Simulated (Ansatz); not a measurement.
Planning a run of Ansatz 0.2.0 on BaSrCeTiO6 (F-43m). The input:

```yaml
crystal:
  lattice:
    - [0.0, 4.21455914, 4.21455914]
    - [4.21455914, 0.0, 4.21455914]
    - [4.21455914, 4.21455914, 0.0]
  atoms:
    - { symbol: Ba, position: [0.25, 0.25, 0.25] }
    - { symbol: Sr, position: [0.75, 0.75, 0.75] }
    - { symbol: Ce, position: [0.0, 0.0, 0.0] }
    - { symbol: Ti, position: [0.5, 0.5, 0.5] }
    - { symbol: O, position: [0.73552437, 0.26447563, 0.26447563] }
    - { symbol: O, position: [0.26447563, 0.73552437, 0.73552437] }
    - { symbol: O, position: [0.73552437, 0.73552437, 0.26447563] }
    - { symbol: O, position: [0.26447563, 0.26447563, 0.73552437] }
    - { symbol: O, position: [0.26447563, 0.73552437, 0.26447563] }
    - { symbol: O, position: [0.73552437, 0.26447563, 0.73552437] }
kpoints:
  mp_grid: { grid: [4, 4, 4] }
hamiltonian:
  xc: pbe
  pseudopotentials: { kind: paw, azcp: { folder: soft_1 } }
scf:
  occupations: { method: fixed }
dielectric: {}
```

```sh
ansatz run input.yaml --threads 2 --pin off --max-ram 92160MiB --backend cuda --events-out ev --progress --plain --runs-dir out --devices 1 --max-vram 13GiB
```

**Question.** Estimate wall time and host memory on 1 × NVIDIA H100 80GB HBM3 (shared by 6 runs) with 2 threads of AMD EPYC 7R13 (Zen 3), shared host.

It took 39 s; on shared hardware allow 20 s to 79 s. Peak host memory was 1.6 GiB.

[Paths, hosts, dates, memory and timing lines, banners, echoed tables and standing remarks are left out of the program output.]

[Logs are printed without paths, hosts, clocks, repeated set-up lines and the standing remarks that a program may print on its own settings, such as how far it seeks lower states.]

[Runs of the session that timed out or met a known fault of the program may be left out.]

[Cells called generated may have been cut or substituted from an entry of the Crystallography Open Database or the Materials Project.]

[Hosts, paths, dates, database ids (printed as entryN), source tags and the programs' standing remarks are cut or masked in the printed files.]
